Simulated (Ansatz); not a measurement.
# Cl on Hf(0001): change of the work function, part 3 of 4

Aim: the work function of Hf(0001) at several coverages of Cl (fcc site), and the dipole that each adsorbate carries.

Ansatz 0.2.0; plane-wave DFT, PBE, Ansatz PAW.

So far, work function, upper face (eV): step 2 (the clean slab) 4.33; step 3 (37 atoms, coverage 0.111 ML, cell 3x3) 4.23.

### 4. Adsorbate added, k-mesh 6×6×1, coverage 0.25 ML

System of this step: Cl/Hf(0001). The cell holds 17 atoms: 16 Hf and 1 Cl. Its edges and angles: a = 6.400 Å, b = 6.400 Å, c = 27.724 Å, α = 90.0°, β = 90.0°, γ = 60.0°. Vacuum lies along c.

Another coverage, to see how the dipoles act on each other as their distance changes.

File input.yaml:

```yaml
crystal:
  lattice:
    - [6.4, 0.0, 0.0]
    - [3.2, 5.5425625842, 0.0]
    - [0.0, 0.0, 27.7243474987]
  atoms:
    - { symbol: Hf, position: [0.3333333333, 0.3333333333, 0.3246244118] }
    - { symbol: Hf, position: [0.0, 0.0, 0.4159232242] }
    - { symbol: Hf, position: [0.3333333333, 0.3333333333, 0.5111322481] }
    - { symbol: Hf, position: [0.0, 0.0, 0.5969560274] }
    - { symbol: Hf, position: [0.3333333333, 0.8333333333, 0.3246244118] }
    - { symbol: Hf, position: [0.0, 0.5, 0.4159232242] }
    - { symbol: Hf, position: [0.3333333333, 0.8333333333, 0.5111322481] }
    - { symbol: Hf, position: [0.0, 0.5, 0.5969560274] }
    - { symbol: Hf, position: [0.8333333333, 0.3333333333, 0.3246244118] }
    - { symbol: Hf, position: [0.5, 0.0, 0.4159232242] }
    - { symbol: Hf, position: [0.8333333333, 0.3333333333, 0.5111322481] }
    - { symbol: Hf, position: [0.5, 0.0, 0.5969560274] }
    - { symbol: Hf, position: [0.8333333333, 0.8333333333, 0.3246244118] }
    - { symbol: Hf, position: [0.5, 0.5, 0.4159232242] }
    - { symbol: Hf, position: [0.8333333333, 0.8333333333, 0.5111322481] }
    - { symbol: Hf, position: [0.5, 0.5, 0.5969560274] }
    - { symbol: Cl, position: [0.1666666667, 0.1666666667, 0.6753755882] }
kpoints:
  mp_grid: { grid: [6, 6, 1] }
hamiltonian:
  xc: pbe
scf:
  occupations: { method: fermi_dirac, width: 0.1 }
  convergence: { dr2_threshold: 1.0e-08 }
efield:
  axis: 3
  dipole_correction: true
  ramp_position: 0.97
  ramp_width: 0.06
relax:
  f_tol: 0.02
  max_steps: 60
  constraints: [{ sites: [0, 1, 4, 5, 8, 9, 12, 13] }]
output:
  dos: { projected: true, e_range: [-8, 4] }
  write_potential: true
  write_density: true
  volumetric_format: npy
  elf: true
```

Command:

```console
> ansatz run input.yaml --threads 4 --pin off --max-ram 16384MiB --backend cpu --events-out ev --progress --plain --runs-dir out
```

Numbers of over 12 decimals in the logs are rounded to 6 here.

Log:

```text
[...]
Crystal: 17 atoms, lattice volume = 983.449 Å³
Basis set: ecut = 420 eV, 19269 PW (Γ), exchange–correlation on 90×90×384 points (8 copies of the dense FFT grid, shifted against one another)
Bands: 254, of which v1, the nominal top of the filled ones, is band 212 counted from 1 (211 counted from 0)
Symmetry: 6 space group operations
[...]
k-points: 7 of 36 (time reversal used)
[...]
SCF iter   1: F=—  HF=-252617.008388 eV  |F-HF|=—  |Δ(HF+E_count)|=         —  Δρ=5.89e-3  dr2=6.66e0  ethr=1.77e-3  p=-0.015 e·Å  D=-2.84e-3 V/Å  ΔV_dip=0.08 eV  dr2_dipole=2.13e-1  V_vac-E_F(+/−)=4.51/4.43 eV  ⟨swp⟩=6.0  Hψ=6271  notcnv=0  defer=9
[...]
SCF iter  11: F=-252616.846605 eV  HF=-252616.846605 eV  |F-HF|=2.47e-9  |Δ(HF+E_count)|=  6.11e-10  Δρ=5.17e-7  dr2=3.56e-9  ethr=2.36e-12  p=-0.004 e·Å  D=-6.52e-4 V/Å  ΔV_dip=0.02 eV  dr2_dipole=9.09e-11  V_vac-E_F(+/−)=4.39/4.37 eV  ⟨swp⟩=17.6  Hψ=17144  notcnv=0
SCF 1 converged in 11 iterations: F = -252616.846605 eV  dr2 = 3.56e-9
[...]
relax step   1: F+E_penalty+E_count = -252616.84660471 eV  Δ(F+E_penalty+E_count) = +0.000e0 eV  max|allowed force component| = 1.290e0 eV/Å  Δτ_max = 0.0000 Å  (11 SCF iters, accepted)
[...]
SCF iter  11: F=-252617.132356 eV  HF=-252617.132356 eV  |F-HF|=1.57e-9  |Δ(HF+E_count)|=   2.06e-8  Δρ=3.78e-7  dr2=2.86e-9  ethr=1.00e-12  p=0.027 e·Å  D=4.92e-3 V/Å  ΔV_dip=-0.14 eV  dr2_dipole=2.78e-10  V_vac-E_F(+/−)=4.24/4.38 eV  ⟨swp⟩=16.3  Hψ=15263  notcnv=0
SCF 2 converged in 11 iterations: F = -252617.132356 eV  dr2 = 2.86e-9
[...]
relax step   2: F+E_penalty+E_count = -252617.13235633 eV  Δ(F+E_penalty+E_count) = -2.858e-1 eV  max|allowed force component| = 5.587e-1 eV/Å  Δτ_max = 0.1948 Å  (11 SCF iters, accepted)
SCF iter   1: F=—  HF=-252617.238367 eV  |F-HF|=—  |Δ(HF+E_count)|=         —  Δρ=2.48e-3  dr2=4.88e-1  ethr=1.77e-3  p=0.027 e·Å  D=4.92e-3 V/Å  ΔV_dip=-0.14 eV  dr2_dipole=1.03e-1  V_vac-E_F(+/−)=4.24/4.38 eV  ⟨swp⟩=4.0  Hψ=2918  notcnv=0  defer=51
[...]
SCF iter  11: F=-252617.205215 eV  HF=-252617.205215 eV  |F-HF|=5.53e-9  |Δ(HF+E_count)|=   5.09e-9  Δρ=3.07e-7  dr2=2.11e-9  ethr=2.36e-12  p=0.056 e·Å  D=1.04e-2 V/Å  ΔV_dip=-0.29 eV  dr2_dipole=3.98e-10  V_vac-E_F(+/−)=4.09/4.38 eV  ⟨swp⟩=16.4  Hψ=15220  notcnv=0
SCF 3 converged in 11 iterations: F = -252617.205215 eV  dr2 = 2.11e-9
relax step   3: F+E_penalty+E_count = -252617.20521509 eV  Δ(F+E_penalty+E_count) = -7.286e-2 eV  max|allowed force component| = 1.368e-1 eV/Å  Δτ_max = 0.1532 Å  (11 SCF iters, accepted)
SCF iter   1: F=—  HF=-252617.207392 eV  |F-HF|=—  |Δ(HF+E_count)|=         —  Δρ=3.12e-4  dr2=3.44e-3  ethr=2.16e-5  p=0.056 e·Å  D=1.04e-2 V/Å  ΔV_dip=-0.29 eV  dr2_dipole=2.49e-4  V_vac-E_F(+/−)=4.09/4.38 eV  ⟨swp⟩=2.0  Hψ=2688  notcnv=0  defer=38
[...]
SCF iter   8: F=-252617.206959 eV  HF=-252617.206959 eV  |F-HF|=2.94e-9  |Δ(HF+E_count)|=   4.16e-8  Δρ=3.73e-7  dr2=4.39e-9  ethr=2.36e-12  p=0.053 e·Å  D=9.68e-3 V/Å  ΔV_dip=-0.27 eV  dr2_dipole=1.28e-9  V_vac-E_F(+/−)=4.11/4.38 eV  ⟨swp⟩=13.1  Hψ=14695  notcnv=0
SCF 4 converged in 8 iterations: F = -252617.206959 eV  dr2 = 4.39e-9
relax step   4: F+E_penalty+E_count = -252617.20695897 eV  Δ(F+E_penalty+E_count) = -1.744e-3 eV  max|allowed force component| = 1.969e-2 eV/Å  Δτ_max = 0.0241 Å  (8 SCF iters, accepted)
[...]
SCF converged after 8 iterations
Free energy (F): -252617.206959 eV
[...]
Internal energy: -252616.468411 eV  (E = F + TS)
E sigma→0 (E₀):  -252616.837685 eV
Entropy (-TS):   -0.738548 eV (-43.444 meV/atom)
Fermi energy:    4.866408 eV
Dipole field:    D = 0.009659 V/Å  (p = 0.052494 e·Å, saw-weighted, corrected)
Work function:   Φ+ = 4.1101 eV   Φ− = 4.3779 eV
[...]
--- Forces (eV/Å), atoms counted from 1 ---
  atom   1  Hf     0.01584219     0.00914649     0.66855750
  atom   2  Hf     0.03848372     0.02221858    -0.65299298
  atom   3  Hf    -0.01028886    -0.00594028     0.00594158
  atom   4  Hf    -0.01705031    -0.00984400    -0.00308970
  atom   5  Hf     0.00000000    -0.01829299     0.66855750
  atom   6  Hf    -0.00000000    -0.04443717    -0.65299298
  atom   7  Hf     0.00000000     0.01188055     0.00594158
  atom   8  Hf    -0.00000000     0.01968800    -0.00308970
  atom   9  Hf    -0.01584219     0.00914649     0.66855750
  atom  10  Hf    -0.03848372     0.02221858    -0.65299298
  atom  11  Hf     0.01028886    -0.00594028     0.00594158
  atom  12  Hf     0.01705031    -0.00984400    -0.00308970
  atom  13  Hf     0.00000000    -0.00000000     0.60431579
  atom  14  Hf    -0.00000000     0.00000000    -0.65589967
  atom  15  Hf     0.00000000    -0.00000000     0.00316484
  atom  16  Hf     0.00000000    -0.00000000    -0.00184592
  atom  17  Cl     0.00000000    -0.00000000    -0.00495883
  max |Σ_I F_I| component: 2.54e-5 eV/Å
--- Band table (eV; the first three rows and the last of 7) ---
  k-point 0: bands = [... 208 lower, 4.9458, 5.1247, 5.3019, 5.3019, 5.3312, 5.5549, 5.8114, 5.9434, ... 38 higher]
  k-point 1: bands = [... 208 lower, 4.9541, 5.0590, 5.1792, 5.1817, 5.1947, 5.4555, 5.5715, 5.7448, ... 38 higher]
  k-point 2: bands = [... 208 lower, 4.7400, 4.7586, 4.8393, 4.8822, 4.9073, 5.1247, 5.2078, 5.2361, ... 38 higher]
  k-point 6: bands = [... 208 lower, 4.2474, 4.4492, 4.4622, 4.4646, 4.4710, 4.7593, 4.8330, 4.8507, ... 38 higher]
--- Relaxed structure (4 steps of the walk, 4 accepted, 0 SCFs on fresh bases) ---
  F+E_penalty+E_count = -252617.20695897 eV   max|allowed force component| = 1.969e-2 eV/Å
  atoms:
    - { symbol: Hf, position: [0.333333, 0.333333, 0.3246244118] }
[...]
- { symbol: Hf, position: [0.331434, 0.331434, 0.511705] }
    - { symbol: Hf, position: [-0.00804416, -0.00804416, 0.597802] }
    - { symbol: Hf, position: [0.333333, 0.833333, 0.3246244118] }
    - { symbol: Hf, position: [0.0, 0.500000, 0.4159232242] }
    - { symbol: Hf, position: [0.331434, 0.837133, 0.511705] }
    - { symbol: Hf, position: [-0.00804416, 0.516088, 0.597802] }
    - { symbol: Hf, position: [0.833333, 0.333333, 0.3246244118] }
    - { symbol: Hf, position: [0.5, 2.6667121670171407e-17, 0.4159232242] }
    - { symbol: Hf, position: [0.837133, 0.331434, 0.511705] }
    - { symbol: Hf, position: [0.516088, -0.00804416, 0.597802] }
    - { symbol: Hf, position: [0.833333, 0.833333, 0.3246244118] }
    - { symbol: Hf, position: [0.500000, 0.500000, 0.4159232242] }
    - { symbol: Hf, position: [0.833333, 0.833333, 0.509168] }
    - { symbol: Hf, position: [0.500000, 0.500000, 0.595832] }
    - { symbol: Cl, position: [0.166667, 0.166667, 0.663688] }
```

Elapsed: 5.8 min, on 4 threads of Arm Neoverse V1, shared host; peak memory 5.5 GiB.

Relaxation path:

```csv
step,energy less that of the first step (eV),largest force component (eV/Å)
1,0.0000,1.2903
2,-0.2858,0.5587
3,-0.3586,0.1368
4,-0.3604,0.0197
```

Forces are held to the 6 operations that the run works with; a distortion that breaks them can't arise in this run.

The atoms that moved most (Å):

```csv
atom,dx,dy,dz,length
Cl17,0.000,0.000,-0.324,0.324
Hf8,0.000,0.089,0.023,0.092
Hf12,0.077,-0.045,0.023,0.092
Hf4,-0.077,-0.045,0.023,0.092
Hf15,0.000,0.000,-0.054,0.054
Hf16,0.000,0.000,-0.031,0.031
Hf7,0.000,0.021,0.016,0.026
Hf11,0.018,-0.011,0.016,0.026
```

The relaxed structure:

```
Hf Cl
1.0
     6.40000    0.00000    0.00000
     3.20000    5.54256    0.00000
     0.00000    0.00000   27.72435
Hf Cl
16 1
Direct
  0.33333 0.33333 0.32462
  0.00000 0.00000 0.41592
  0.33143 0.33143 0.51170
  0.99196 0.99196 0.59780
  0.33333 0.83333 0.32462
  0.00000 0.50000 0.41592
  0.33143 0.83713 0.51170
  0.99196 0.51609 0.59780
  0.83333 0.33333 0.32462
  0.50000 0.00000 0.41592
  0.83713 0.33143 0.51170
  0.51609 0.99196 0.59780
  0.83333 0.83333 0.32462
  0.50000 0.50000 0.41592
  0.83333 0.83333 0.50917
  0.50000 0.50000 0.59583
  0.16667 0.16667 0.66369
```

This step gave:

```
energy at zero smearing        : -252616.8377 eV
work function, upper face      : 4.110 eV
work function, lower face      : 4.378 eV
dipole along the normal        : 0.05249 e·Å
step between the vacuum levels : -0.2678 eV
```

The density of states has structure finer than the step of the table below, so its rows give means over 0.25 eV, whole bins alone (the curve runs from -8 to 1.98 eV). Peaks (eV: height): -5.680: 51.3, -1.110: 57.2, -0.930: 64.6, -0.780: 79.8, 0.600: 51.8, 1.080: 44.3, 1.140: 101.

The density of states by energy, zero at the Fermi level; means over each step:

| energy (eV) | density of states (states/eV a cell) |
| --- | --- |
| -7.25 | 0 |
| -7.00 | 0.0694 |
| -6.75 | 1.13 |
| -6.50 | 1.42 |
| -6.25 | 3.14 |
| -6.00 | 6.34 |
| -5.75 | 17.3 |
| -5.50 | 3.00 |
| -5.25 | 3.18 |
| -5.00 | 2.72 |
| -4.75 | 2.81 |
| -4.50 | 3.31 |
| -4.25 | 4.31 |
| -4.00 | 2.47 |
| -3.75 | 9.56 |
| -3.50 | 5.57 |
| -3.25 | 9.09 |
| -3.00 | 11.8 |
| -2.75 | 12.2 |
| -2.50 | 15.0 |
| -2.25 | 14.5 |
| -2.00 | 13.7 |
| -1.75 | 6.70 |
| -1.50 | 15.2 |
| -1.25 | 20.3 |
| -1.00 | 29.4 |
| -0.75 | 22.3 |
| -0.50 | 13.5 |
| -0.25 | 18.5 |
| 0.00 | 25.1 |
| 0.25 | 20.3 |
| 0.50 | 25.7 |
| 0.75 | 22.9 |
| 1.00 | 30.8 |
| 1.25 | 29.2 |
| 1.50 | 20.7 |
| 1.75 | 19.4 |

Projected DOS per atom over height of the atomic layer and energy from the Fermi level. Layers: Hf4 Hf4 Hf4 Hf4 Cl from below.

Values in states/eV, 22 rows by 5 columns, each cell a mean:
```
1.2 1.3 1.5 1.3 0.1
1.0 1.1 1.6 1.7 0.1
1.8 1.4 1.2 1.4 0.1
1.9 1.2 1.0 1.2 0.0
1.9 0.9 0.8 1.4 0.1
1.2 0.8 0.7 1.1 0.1
1.5 1.8 1.7 1.6 0.1
1.1 0.9 0.9 0.9 0.1
0.5 0.7 0.7 0.6 0.1
0.8 0.9 1.1 0.9 0.2
0.6 0.7 0.7 0.5 0.2
0.5 0.7 0.7 0.5 0.2
0.4 0.6 0.6 0.4 0.2
0.2 0.2 0.2 0.2 0.2
0.2 0.2 0.2 0.1 0.2
0.2 0.1 0.2 0.1 0.4
0.1 0.2 0.1 0.3 4.4
0.1 0.2 0.1 0.4 4.9
0.0 0.1 0.1 0.1 0.6
0.0 0.0 0.1 0.0 0.1
0.0 0.0 0.0 0.0 0.0
0.0 0.0 0.0 0.0 0.0
```
Columns: height of the atomic layer (Å) from 9 to 18.4 (not evenly spaced); rows upwards: energy from the Fermi level (eV) from -7.96 to 1.95.

Valence density in the ca plane at fractional y = 0.000, with atoms of Hf within 0.2 Å of it. It is the smooth field of the valence electrons, not physical close to the nuclei.

Ten steps, logarithmic in the rise over the least value, from '0' (0 e/Å³) to '9' (30 e/Å³), each cell a mean:
```
11126897411111111369973100000000000000000000
11113664211111111246752000000000000000000000
11111221100112111123321000000000000000000000
21111111001122211111110000000000000000000000
21111111001122211111110000000000000000000000
11111222100111111123321000000000000000000000
11113665211111111246752000000000000000000000
11126897411111111379973100000000000000000000
11136998411111111379973100000000000000000000
11125786311111111247752100000000000000000000
11112443110111111123321111100000000000000000
11111111100122211111111122100000000000000000
21101110000123211100001122110000000000000000
11111111100122211111111122100000000000000000
11112443110111111123321111000000000000000000
11125786311111111257752100000000000000000000
11136998411111111379973100000000000000000000
```
Columns run along c (16.0 Å, from fractional 0.34 to 0.92 of the cell), rows up along a (6.4 Å). Atoms in or near the plane, at fractional coordinates: Hf at (0.42, 0.00), Hf at (0.60, 0.99), Hf at (0.42, 0.50), Hf at (0.60, 0.52).

Electrostatic potential energy in the ca plane at fractional y = 0.000, with atoms of Hf within 0.2 Å of it. With pseudopotentials it is smooth inside the atoms' cores, unlike the true potential.

Ten even steps from '0' (-35 eV) to '9' (9 eV), each cell a mean:
```
99851000379999998500003789999999999999999999
89874112689888888630026899999999999999999999
78887667888876788875568999999999999999999999
68898888998755678988889999999999999999999999
68898888998755678988889999999999999999999999
78887656888876788865568999999999999999999999
89874112689888888630026899999999999999999999
99851000379999998500003789999999999999999999
99850010379999998500003789999999999999999999
99862001489998998620015899999999999999999999
88886435789877788865467889999999999999999999
68898778898765678988888888899999999999999999
67899888998754578998888877899999999999999999
68898778898765678988788888899999999999999999
88886335789877788864457889999999999999999999
99862001479998998620015899999999999999999999
99850010379999998500003789999999999999999999
```
Columns run along c (16.0 Å, from fractional 0.34 to 0.92 of the cell; values clipped at the 3rd and 97th percentile), rows up along a (6.4 Å). Atoms in or near the plane, at fractional coordinates: Hf at (0.42, 0.00), Hf at (0.60, 0.99), Hf at (0.42, 0.50), Hf at (0.60, 0.52).

ELF in the ca plane at fractional y = 0.000, with atoms of Hf within 0.2 Å of it. It is the smooth field of the valence electrons, not physical close to the nuclei.

Ten even steps from '0' (0.00) to '9' (0.84), each cell a mean:
```
77338999525667873389995100000000000000000000
44324786224333453258873111000000000000000000
22322222233122223223322232100000000000000000
21354223442133213542234554210000000000000000
21354223442133213532234554210000000000000000
22322232233112223223322232100000000000000000
45324786224333453258873111000000000000000000
77338999525767883389995100000000000000000000
87338999625778984389995101100000000000000000
56326998424544664268972134431000000000000000
23322453123222233224421478763100000000000000
22342222343123212432113799985210000000000000
21354323452134312453214899986310000000000000
22342222343123212432113799985210000000000000
23322553223222233224421478763100000000000000
66326998424545664269972134431000000000000000
87338999625778984389995101100000000000000000
```
Columns run along c (16.0 Å, from fractional 0.34 to 0.92 of the cell), rows up along a (6.4 Å). Atoms in or near the plane, at fractional coordinates: Hf at (0.42, 0.00), Hf at (0.60, 0.99), Hf at (0.42, 0.50), Hf at (0.60, 0.52).

The relaxation took 4 steps and lowered the energy by 0.36 eV; the largest force on the free atoms ends at 0.020 eV/Å.

By hand: a sheet of dipoles makes a step −p/(ε₀A) in the electron's potential. With e/ε₀ = 180.95 V·Å, p = 0.05249 e·Å and A = 35.47 Å², that is −180.95 × (0.05249) / 35.47 = -0.268 eV, and the two vacuum levels of the run differ by -0.268 eV.

The covered face has 4.11 eV, -0.22 eV against the clean one; the bare back face has moved by -0.00 eV, a measure of how thin the slab is.

### 5. The covered slab, k-mesh 6×6×1, coverage 0.5 ML

System of this step: Cl/Hf(0001). The cell holds 18 atoms: 16 Hf and 2 Cl. Its edges and angles: a = 6.400 Å, b = 6.400 Å, c = 27.724 Å, α = 90.0°, β = 90.0°, γ = 60.0°. Vacuum lies along c.

Another coverage, to see how the dipoles act on each other as their distance changes.

input.yaml, as its differences from that of step 4:

```diff
@@ -23,2 +23,3 @@
     - { symbol: Cl, position: [0.1666666667, 0.1666666667, 0.6753755882] }
+    - { symbol: Cl, position: [0.6666666667, 0.1666666667, 0.6753755882] }
 kpoints:
```

Log:

```text
[...]
Crystal: 18 atoms, lattice volume = 983.449 Å³
Basis set: ecut = 420 eV, 19269 PW (Γ), exchange–correlation on 90×90×384 points (8 copies of the dense FFT grid, shifted against one another)
Bands: 258, of which v1, the nominal top of the filled ones, is band 215 counted from 1 (214 counted from 0)
Symmetry: 4 space group operations
[...]
- { symbol: Hf, position: [0.833333, 0.833333, 0.3246244118] }
    - { symbol: Hf, position: [0.5, 0.5, 0.4159232242] }
    - { symbol: Hf, position: [0.830689, 0.838621, 0.509470] }
    - { symbol: Hf, position: [0.491256, 0.517487, 0.597549] }
    - { symbol: Cl, position: [0.157966, 0.184067, 0.663626] }
    - { symbol: Cl, position: [0.657966, 0.184067, 0.663626] }
[key lines of the parts left out:]
SCF converged after 8 iterations
Free energy (F): -253700.013967 eV
Fermi energy:    5.093919 eV
Dipole field:    D = 0.011413 V/Å  (p = 0.062026 e·Å, saw-weighted, corrected)
Work function:   Φ+ = 4.0595 eV   Φ− = 4.3759 eV
```

The job ended after 15 min (4 threads; peak memory 6.4 GiB; 56 min of CPU time).

Step by step:

```
step  energy less that of the first step (eV)  largest force component (eV/Å)
   1                                   0.0000                          1.5937
   2                                  -0.6671                          0.4165
   3                                  -0.7606                          0.1090
   4                                  -0.7652                          0.0305
   5                                  -0.7656                          0.0084
```

The run keeps the 4 symmetry operations that it works with, so distortions that break them were not tested.

The atoms that moved most (Å):

| atom | dx | dy | dz | length |
| --- | --- | --- | --- | --- |
| Cl18 | 0.000 | 0.096 | -0.326 | 0.340 |
| Cl17 | 0.000 | 0.096 | -0.326 | 0.340 |
| Hf8 | 0.000 | 0.097 | 0.016 | 0.098 |
| Hf16 | 0.000 | 0.097 | 0.016 | 0.098 |
| Hf12 | 0.000 | -0.081 | 0.037 | 0.089 |
| Hf4 | 0.000 | -0.081 | 0.037 | 0.089 |
| Hf7 | 0.000 | 0.029 | -0.046 | 0.055 |
| Hf15 | 0.000 | 0.029 | -0.046 | 0.055 |

The relaxed structure:

```
Hf Cl
1.0
     6.40000    0.00000    0.00000
     3.20000    5.54256    0.00000
     0.00000    0.00000   27.72435
Hf Cl
16 2
Cartesian
  3.2000 1.8475 9.0000
  0.0000 0.0000 11.5312
  3.2000 1.8383 14.2224
  0.0000 -0.0812 16.5868
  4.8000 4.6188 9.0000
  1.6000 2.7713 11.5312
  4.8000 4.6481 14.1247
  1.6000 2.8682 16.5666
  6.4000 1.8475 9.0000
  3.2000 0.0000 11.5312
  6.4000 1.8383 14.2224
  3.2000 -0.0812 16.5868
  8.0000 4.6188 9.0000
  4.8000 2.7713 11.5312
  8.0000 4.6481 14.1247
  4.8000 2.8682 16.5666
  1.6000 1.0202 18.3986
  4.8000 1.0202 18.3986
```

(Part 3 of 4 ends here.)

[Logs are printed without paths, hosts, clocks, repeated set-up lines and the standing remarks that a program may print on its own settings, such as how far it seeks lower states.]

[Hosts, paths, dates, database ids (printed as entryN), source tags and the programs' standing remarks are cut or masked in the printed files.]

[Maps of the electrostatic potential energy from Ansatz leave out the sawtooth potential of an applied field or a dipole correction, so their vacuum need not be flat; planar profiles and work functions include it.]

[The density of states shown here was stored with 400 of the rows of the run's finer table, so its peaks can read low, often by over a quarter, or be missed, and its means over a window can be off by a tenth or more.]
